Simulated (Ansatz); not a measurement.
**How fast states decay through CsLi2Br2Cl**

Wanted: the relaxed cell of CsLi2Br2Cl, its band edges and its decay constants. It is built by putting Cl for part of the Br in the CsLi2Br3 structure of space group Immm, with the volume rescaled by atomic radii. The parent structure comes from the Materials Project.

Calculated with Ansatz 0.2.0; r2SCAN DFT, plane waves, PAW files, in the first sound run; inputs show where later runs differ.

Report form: the programs' logs are mostly left out.

The structure was built from a prototype and need not be the compound's stable phase.

## Step 1: The starting structure

Symmetry: Imm2, No. 44, orthorhombic system. Conventional cell: a = 4.613 Å, b = 5.583 Å, c = 13.084 Å, α = 90.00°, β = 90.00°, γ = 90.00°. Cs has 8 Br at 3.62 to 4.60 Å and 4 Cl at 3.70 to 4.60 Å and 10 Li at 4.04 to 4.40 Å and 2 Cs at 4.61 Å nearest. Nearest to Li lie 3 Br at 2.50 to 2.58 Å and 2 Cl at 2.82 Å. Nearest to Li lie 3 Br at 2.50 to 2.82 Å and 2 Cl at 2.58 Å. Nearest to Cl lie 4 Li at 2.58 to 2.82 Å and 2 Cs at 3.70 Å. Nearest to Br lie 4 Li at 2.58 to 2.82 Å and 4 Cs at 3.70 to 4.60 Å. Br has 2 Li at 2.50 Å and 4 Cs at 3.62 Å nearest. It derives from CsLi2Br3. Cl for part of the Br in the CsLi2Br3 structure of space group Immm. Farther neighbours and most contacts between anions are not listed.

## Step 2: Relaxing the new crystal

The substituted atoms don't fit the parent's cell, so cell and atoms relax together. A small smearing keeps the run stable in case the gap closes on the way.

The input, input.yaml:

```yaml
crystal:
  lattice:
    - [-2.3067184011, 2.7917442265, 6.5420085208]
    - [2.3067184011, -2.7917442265, 6.5420085208]
    - [2.3067184011, 2.7917442265, -6.5420085208]
  atoms:
    - { symbol: Cs, position: [0.0, 0.5, 0.5] }
    - { symbol: Li, position: [0.30865505, 0.80865505, 0.5] }
    - { symbol: Li, position: [0.69134495, 0.19134495, 0.5] }
    - { symbol: Cl, position: [0.77909007, 0.77909007, 0.0] }
    - { symbol: Br, position: [0.22090993, 0.22090993, 0.0] }
    - { symbol: Br, position: [0.5, 0.0, 0.5] }
kpoints:
  mp_grid: { grid: [6, 6, 6] }
scf:
  occupations: { method: gaussian, width: 0.03 }
hamiltonian:
  xc: r2scan
output:
  forces: true
  stress: true
relax:
  f_tol: 0.02
  max_steps: 60
  cell: {}
```

Launch:

```bash
$ ansatz run input.yaml --threads 2 --pin off --max-ram 4096MiB --backend cpu --events-out ev --progress --plain --runs-dir out
```

It took 93 s on 2 threads of Arm Neoverse V2, shared host; peak memory 0.88 GiB.

The steps of the relaxation:

```tsv
step	energy less that of the first step (eV)	largest force component (eV/Å)	pressure (GPa)	volume (Å³)
1	0.0000	0.2439	-0.28	168.52
2	-0.0195	0.0653	-0.08	166.41
3	-0.0219	0.0421	0.05	165.57
4	-0.0225	0.0070	0.01	165.83
5	-0.0227	0.0030	0.00	165.91
6	-0.0229	0.0024	0.01	165.92
7*	-0.0227	0.0024	0.01	165.92
```

Relaxation steps marked * repeat the geometry before them on a plane-wave basis chosen anew for their cell, so energy and pressure can jump there.

The run keeps the 4 symmetry operations that it works with, so distortions that break them were not tested.

```tsv
conventional cell, symmetrised	before	after	change
a (Å)	4.613	4.544	-1.5 %
b (Å)	5.583	5.572	-0.2 %
c (Å)	13.084	13.107	+0.2 %
volume (Å³/atom)	28.09	27.65	-1.5 %
```

The atoms that moved most (Å, as changes of fractional coordinates times the final cell):

```tsv
atom	dx	dy	dz	length
Cs1	0.000	0.000	-0.090	0.090
Li3	0.000	0.000	0.088	0.088
Br6	0.000	0.000	0.016	0.016
Cl4	0.000	0.000	-0.014	0.014
```

Final coordinates:

```xyz
6
Lattice="-2.2718 2.7861 6.5534 2.2718 -2.7861 6.5534 2.2718 2.7861 -6.5534" Properties=species:S:1:pos:R:3 pbc="T T T"
Cs    2.2718    0.0000   -0.0901
Li    2.2718    0.0000    4.0421
Li    0.0000    2.7861    2.5958
Cl    0.0000    0.0000   10.1974
Br    0.0000    0.0000    2.8994
Br    0.0000    2.7861    0.0156
```

Numbers from this step:

```
free energy  : -12777.0068 eV
Fermi energy : 4.291 eV
pressure     : 0.01146 GPa
```

The largest force component on a free atom ends at 0.0024 eV/Å.

## Step 3: The bulk crystal and its band edges

The energy window and the wavevectors of the next steps follow from the band edges, so these are searched first, off the mesh as well.

The input, input.yaml:

```yaml
crystal:
  lattice:
    - [-2.2718362431, 2.7861171938, 6.5533815312]
    - [2.2718362431, -2.7861171938, 6.5533815312]
    - [2.2718362431, 2.7861171938, -6.5533815312]
  atoms:
    - { symbol: Cs, position: [-0.0068753936, 0.4931246064, 0.5] }
    - { symbol: Li, position: [0.3083990112, 0.8083990112, 0.5] }
    - { symbol: Li, position: [0.6980531164, 0.1980531164, 0.5] }
    - { symbol: Cl, position: [0.7780233518, 0.7780233518, 0.0] }
    - { symbol: Br, position: [0.2212105173, 0.2212105173, 0.0] }
    - { symbol: Br, position: [0.5011893969, 0.0011893969, 0.5] }
kpoints:
  mp_grid: { grid: [6, 6, 6] }
  band_path: { path: [VBM, CBM], npoints: 30 }
scf:
  occupations: { method: fixed }
hamiltonian:
  xc: r2scan
output:
  eigenvalues: true
  write_potential: true
  write_density: true
  volumetric_format: npy
```

Elapsed: 41 s, on 2 threads; peak memory 1.1 GiB; 82 s of CPU time.

This step gave:

```yaml
fermi_energy: 1.575 eV
gap_on_the_k_mesh: 5.432 eV
gap_on_path: 5.432 eV, by band count; negative where bands overlap
direct_gap_on_path: 5.432 eV
edge_places_on_path: 0, 0 1/A along the path
```

Levels at VBM (eV): -6.54, -6.50, -6.29, -2.34, -1.96, -1.95, -1.01, -0.72, -0.71, -0.45, -0.31, 0.00, 5.43, 6.32, 6.96, 7.38, 7.82.

The searched edges give 5.43 eV, as on the mesh.

## Step 4: Complex bands

This step: r2SCAN DFT, plane waves, PAW files; complex bands by layer matching along the plane's normal (Ansatz 0.2.0).

The same crystal is laid in a cell whose first two vectors span the (001) plane (indices of the standard conventional cell, whose axes can be ordered otherwise than in the bulk input). At fixed energy and wavevector in the plane the solver finds all kz, real and complex. A few wavevectors are listed, (0, 0) and (0.5, 0) in units of the plane's reciprocal vectors; the slowest state needn't be among them.

The input, input.yaml:

```yaml
crystal:
  lattice:
    - [5.572234388, 0.0, 0.0]
    - [0.0, 4.543672486, 0.0]
    - [2.786117194, 2.271836243, 6.553381531]
  atoms:
    - { symbol: Cs, position: [0.9931246064, 0.4931246064, 0.0137507872] }
    - { symbol: Li, position: [0.3083990112, 0.8083990112, 0.3832019776] }
    - { symbol: Li, position: [0.6980531164, 0.1980531164, 0.6038937672] }
    - { symbol: Cl, position: [0.7780233518, 0.7780233518, 0.4439532964] }
    - { symbol: Br, position: [0.2212105173, 0.2212105173, 0.5575789654] }
    - { symbol: Br, position: [0.5011893969, 0.0011893969, 0.9976212062] }
kpoints:
  mp_grid: { grid: [6, 6, 6] }
scf:
  occupations: { method: fixed }
hamiltonian:
  xc: r2scan
output:
  eigenvalues: true
  transmission:
    leads: [[0, 0]]
    kpoints: [[0.0, 0.0], [0.5, 0.0]]
    e_range: [-1.0, 6.43]
    de: 0.19
```

It took 59 s on 2 threads; peak memory 1.2 GiB.

This step gave:

* level to which the leads are filled: 2.716 eV from the Fermi level
* decay constant at the filling level, zone centre: 0.3824 Å⁻¹
* decay constant at the filling level, slowest listed point: 0.3824 Å⁻¹

K parallel (0, 0); values up to 1.5 1/Å, a degenerate pair printed once or twice; energies at which all values exceed this have no row. The Im kz of the slowest decaying states by energy, zero at the highest filled level on the SCF mesh:

```tsv
energy (eV)	decay 1 (Å⁻¹)	decay 2 (Å⁻¹)	decay 3 (Å⁻¹)	decay 4 (Å⁻¹)
-1.00	0.352	0.424	0.558	0.994
-0.43	0.0582	0.376	0.419	0.971
-0.05	0.229	0.467	0.499	0.504
0.14	0.268	0.296	0.524	0.526
0.52	0.319	0.555	0.557	0.587
1.09	0.363	0.581	0.627	0.695
1.66	0.385	0.586	0.642	0.698
2.23	0.390	0.577	0.642	0.659
2.80	0.382	0.556	0.624	0.632
3.18	0.370	0.536	0.599	0.620
3.75	0.341	0.496	0.558	0.597
4.32	0.294	0.442	0.510	0.566
4.89	0.218	0.364	0.452	0.528
5.27	0.125	0.285	0.407	0.498
5.84	0.320	0.444	0.489	0.675
6.41	0.118	0.186	0.289	0.377
```

K parallel (0.5, 0); values up to 1.5 1/Å, a degenerate pair printed once or twice; energies at which all values exceed this have no row. Table of Im kz of the slowest decaying states by energy, zero at the highest filled level on the SCF mesh:

```tsv
energy (eV)	decay 1 (Å⁻¹)	decay 2 (Å⁻¹)	decay 3 (Å⁻¹)	decay 4 (Å⁻¹)
-1.00	0.178	0.387	0.621	1.35
-0.62	0.260	0.375	0.581	1.32
-0.43	0.364	0.689	1.30	1.49
-0.05	0.396	0.535	0.763	1.27
0.14	0.456	0.571	0.781	1.25
0.52	0.547	0.619	0.804	1.22
0.71	0.586	0.635	0.811	1.20
1.09	0.658	0.666	0.824	1.16
1.28	0.666	0.719	0.837	1.12
1.66	0.676	0.787	1.18	-
2.04	0.681	0.747	1.15	1.24
2.23	0.681	0.713	0.756	1.11
2.61	0.671	0.679	0.758	1.07
2.80	0.656	0.677	0.753	1.05
3.18	0.629	0.670	0.739	1.01
3.37	0.616	0.665	0.731	0.991
3.75	0.589	0.653	0.711	0.952
4.13	0.561	0.638	0.688	0.911
4.32	0.545	0.630	0.675	0.890
4.70	0.511	0.611	0.647	0.847
4.89	0.492	0.600	0.631	0.824
5.27	0.450	0.577	0.595	0.776
5.46	0.426	0.564	0.574	0.751
5.84	0.367	0.528	0.535	0.698
6.03	0.330	0.500	0.520	0.670
6.41	0.212	0.432	0.485	0.609
```

At the listed wavevectors the last open channel is at -0.05 eV and the next at +5.46 eV on the grid. At +2.80 eV, the grid energy nearest the filling level (the middle of the gap on the SCF mesh), the slowest state at the listed wavevectors decays with κ = 0.382 Å⁻¹, its amplitude falling by e over 2.6 Å. Through 1 nm of this crystal that state's transmission falls by exp(−2 × 0.382 Å⁻¹ × 10 Å) = 4.8e-4.

## Step 5: Band edges at another level, cutoff 420 eV

This step: PBE DFT, plane waves, PAW files (Ansatz 0.2.0).

The edges again with PBE, at the same atoms. Against that run the cutoff is 420 eV against 500.

The input, input.yaml:

```yaml
crystal:
  lattice:
    - [-2.2718362431, 2.7861171938, 6.5533815312]
    - [2.2718362431, -2.7861171938, 6.5533815312]
    - [2.2718362431, 2.7861171938, -6.5533815312]
  atoms:
    - { symbol: Cs, position: [-0.0068753936, 0.4931246064, 0.5] }
    - { symbol: Li, position: [0.3083990112, 0.8083990112, 0.5] }
    - { symbol: Li, position: [0.6980531164, 0.1980531164, 0.5] }
    - { symbol: Cl, position: [0.7780233518, 0.7780233518, 0.0] }
    - { symbol: Br, position: [0.2212105173, 0.2212105173, 0.0] }
    - { symbol: Br, position: [0.5011893969, 0.0011893969, 0.5] }
kpoints:
  mp_grid: { grid: [6, 6, 6] }
  band_path: { path: [VBM, CBM], npoints: 30 }
scf:
  occupations: { method: fixed }
hamiltonian:
  xc: pbe
output:
  eigenvalues: true
```

Wall time 20 s (2 threads); peak memory 0.44 GiB.

This step gave:

- free energy: -12736.2551 eV
- Fermi energy: 1.946 eV
- gap on the k-mesh: 4.715 eV
- gap on path: 4.715 eV, by band count; negative where bands overlap
- direct gap on path: 4.715 eV

Levels at VBM (eV): -6.39, -6.36, -6.15, -2.31, -1.92, -1.92, -0.98, -0.71, -0.70, -0.44, -0.30, 0.00, 4.72, 5.79, 6.33, 6.73, 7.24, 7.57.

The searched edges give 4.72 eV, as on the mesh.

For the gap on path, step 3 gave 5.43 eV; this run, with PBE and cutoff 420 eV, gives 4.72 eV.

## Step 6: Complex bands at another level, cutoff 420 eV

This step: PBE DFT, plane waves, PAW files; complex bands by layer matching along the plane's normal (Ansatz 0.2.0).

The complex bands at that level, over its own gap, at (0, 0) and (0.5, 0).

The input, input.yaml:

```yaml
crystal:
  lattice:
    - [5.572234388, 0.0, 0.0]
    - [0.0, 4.543672486, 0.0]
    - [2.786117194, 2.271836243, 6.553381531]
  atoms:
    - { symbol: Cs, position: [0.9931246064, 0.4931246064, 0.0137507872] }
    - { symbol: Li, position: [0.3083990112, 0.8083990112, 0.3832019776] }
    - { symbol: Li, position: [0.6980531164, 0.1980531164, 0.6038937672] }
    - { symbol: Cl, position: [0.7780233518, 0.7780233518, 0.4439532964] }
    - { symbol: Br, position: [0.2212105173, 0.2212105173, 0.5575789654] }
    - { symbol: Br, position: [0.5011893969, 0.0011893969, 0.9976212062] }
kpoints:
  mp_grid: { grid: [6, 6, 6] }
scf:
  occupations: { method: fixed }
hamiltonian:
  xc: pbe
output:
  eigenvalues: true
  transmission:
    leads: [[0, 0]]
    kpoints: [[0.0, 0.0], [0.5, 0.0]]
    e_range: [-1.0, 5.72]
    de: 0.17
```

Run time: 37 s. Hardware: 2 threads; peak memory 0.74 GiB; 60 s of CPU time.

This step gave:

| Item | Value |
| --- | --- |
| level to which the leads are filled | 2.358 eV from the Fermi level |
| decay constant at the filling level, zone centre | 0.3578 Å⁻¹ |
| decay constant at the filling level, slowest listed point | 0.3578 Å⁻¹ |

K parallel (0, 0); values up to 1.5 1/Å, a degenerate pair printed once or twice; energies at which all values exceed this have no row. Im kz of the slowest decaying states against energy, zero at the highest filled level on the SCF mesh:

```tsv
energy (eV)	decay 1 (Å⁻¹)	decay 2 (Å⁻¹)	decay 3 (Å⁻¹)	decay 4 (Å⁻¹)
-1.00	0.121	0.357	0.427	0.557
-0.49	0.382	0.384	0.968	1.17
0.02	0.115	0.236	0.482	0.497
0.36	0.290	0.469	0.533	0.555
0.87	0.336	0.560	0.603	0.668
1.38	0.358	0.568	0.621	0.702
1.89	0.364	0.562	0.625	0.658
2.40	0.358	0.546	0.617	0.623
2.74	0.346	0.529	0.599	0.608
3.25	0.318	0.496	0.562	0.588
3.76	0.273	0.450	0.519	0.562
4.27	0.197	0.387	0.468	0.528
4.61	0.1	0.329	0.429	0.502
5.12	0.170	0.357	0.455	0.533
5.63	0.259	0.370	0.398	0.649
```

K parallel (0.5, 0); values up to 1.5 1/Å, a degenerate pair printed once or twice; energies at which all values exceed this have no row. The Im kz of the slowest decaying states by energy, zero at the highest filled level on the SCF mesh:

```tsv
energy (eV)	decay 1 (Å⁻¹)	decay 2 (Å⁻¹)	decay 3 (Å⁻¹)	decay 4 (Å⁻¹)
-1.00	0.203	0.377	0.602	1.32
-0.66	0.265	0.386	0.519	1.29
-0.49	0.172	0.187	0.656	1.27
-0.15	0.350	0.500	0.736	1.24
0.02	0.415	0.541	0.755	1.22
0.36	0.508	0.592	0.780	1.19
0.53	0.546	0.610	0.787	1.17
0.87	0.619	0.635	0.798	1.13
1.04	0.644	0.659	0.804	1.10
1.38	0.656	0.866	0.871	1.25
1.72	0.662	0.744	1.16	-
1.89	0.664	0.729	1.17	-
2.23	0.664	0.673	0.740	1.11
2.40	0.655	0.662	0.738	1.07
2.74	0.627	0.657	0.727	1.03
2.91	0.614	0.653	0.720	1.01
3.25	0.588	0.643	0.703	0.966
3.59	0.561	0.631	0.682	0.926
3.76	0.547	0.624	0.671	0.906
4.10	0.516	0.608	0.645	0.865
4.27	0.499	0.598	0.630	0.844
4.61	0.462	0.578	0.598	0.801
4.78	0.441	0.567	0.580	0.778
5.12	0.393	0.539	0.542	0.730
5.29	0.365	0.515	0.529	0.706
5.63	0.290	0.457	0.499	0.653
```

At the listed wavevectors the last open channel is at -0.15 eV and the next at +4.78 eV on the grid. At +2.40 eV, the grid energy nearest the filling level (the middle of the gap on the SCF mesh), the slowest state at the listed wavevectors decays with κ = 0.358 Å⁻¹, its amplitude falling by e over 2.8 Å; the first such run, plane (001), gave 0.382 Å⁻¹.

## Step 7: What came out

* band gap: 5.43 eV
* least decay constant at mid-gap, normal to (001): 0.382 Å⁻¹
* least decay constant, PBE: 0.358 Å⁻¹

With r2SCAN, the slowest decay at the wavevectors tried is κ = 0.382 Å⁻¹, normal to (001). Through such a film the transmission near mid-gap falls as exp(−2κd), a factor of ten every 3.0 Å. A free electron under a barrier of half the gap would need a mass of 0.21 mₑ to decay at this rate. With PBE the gap goes from 5.43 to 4.72 eV and the decay constant, over the first 2 listed wavevectors, from 0.382 to 0.358 Å⁻¹. The compound is made up by substitution; its stability against other phases and against distortions of the cell's symmetry was not tested. r2SCAN still narrows gaps, if less than LDA and GGA do, so real decay constants are likely larger.

[Logs are printed without paths, hosts, clocks, repeated set-up lines and the standing remarks that a program may print on its own settings, such as how far it seeks lower states.]

[Hosts, paths, dates, database ids (printed as entryN), source tags and the programs' standing remarks are cut or masked in the printed files.]
